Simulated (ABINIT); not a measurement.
Planning a run of ABINIT 10.8.3 on MoS2 (P6_3/mmc). The input:

```
acell 3*1.0 Angstrom
rprim 
  3.169000000004 -0.000000000001 0.000000000000
  -1.584500000001 2.744434504597 0.000000000000
  0.000000000000 0.000000000000 12.324000000000
ntypat 2
znucl 42 16
natom 6
typat 1 1 2 2 2 2
xred 
  0.333333333333 0.666666666667 0.250000000000
  0.666666666667 0.333333333333 0.750000000000
  0.333333333333 0.666666666667 0.623000000000
  0.666666666667 0.333333333333 0.123000000000
  0.333333333333 0.666666666667 0.877000000000
  0.666666666667 0.333333333333 0.377000000000
pp_dirpath "pseudos"
pseudos "Mo.upf, S.upf"
ecut 36
ngkpt 6 6 1
nshiftk 1
shiftk 0 0 0
kptopt 1
chksymbreak 0
istwfk *1
occopt 1
irdwfk 1
optdriver 4
nband 345
gwcalctyp 0
ecutsigx 36
symsigma 1
nkptgw 3
kptgw 
  0.0000000000 0.0000000000 0.0000000000
  0.1666666667 0.1666666667 0.0000000000
  0.3333333333 0.3333333333 0.0000000000
bdgw 
  25 28
  25 28
  25 28
ecuteps 4
irdscr 1
ppmodel 1
indata_prefix "in"
outdata_prefix "out"
tmpdata_prefix "tmp"
```

The database entry behind the starting cell differs from later determinations by our own check (about 0.3 % long), so it need not match the best structure at ambient conditions.

```sh
OMP_NUM_THREADS=1 mpirun -n 8 abinit run.abi > log
```

Q: Estimate wall time and host memory on 8 MPI ranks of Arm Neoverse V1, shared host.

It took 35 s; on shared hardware allow 17 s to 69 s. Peak host memory was 2.7 GiB.

[Paths, hosts, dates, memory and timing lines, banners, echoed tables and standing remarks are left out of the program output.]

[Logs are printed without paths, hosts, clocks, repeated set-up lines and the standing remarks that a program may print on its own settings, such as how far it seeks lower states.]

[Runs of the session that timed out or met a known fault of the program may be left out.]

[Hosts, paths, dates, database ids (printed as entryN), source tags and the programs' standing remarks are cut or masked in the printed files.]

[G0W0 gaps are taken among the corrected bands and points alone; a level outside them can change the order at an edge.]

[Where Ansatz stands beside ABINIT at settings called matched, ABINIT's density can come from a denser mesh and the files from another edition; pairs whose starting gaps differed by over 0.03 eV were left out, so agreement reads better than it is.]
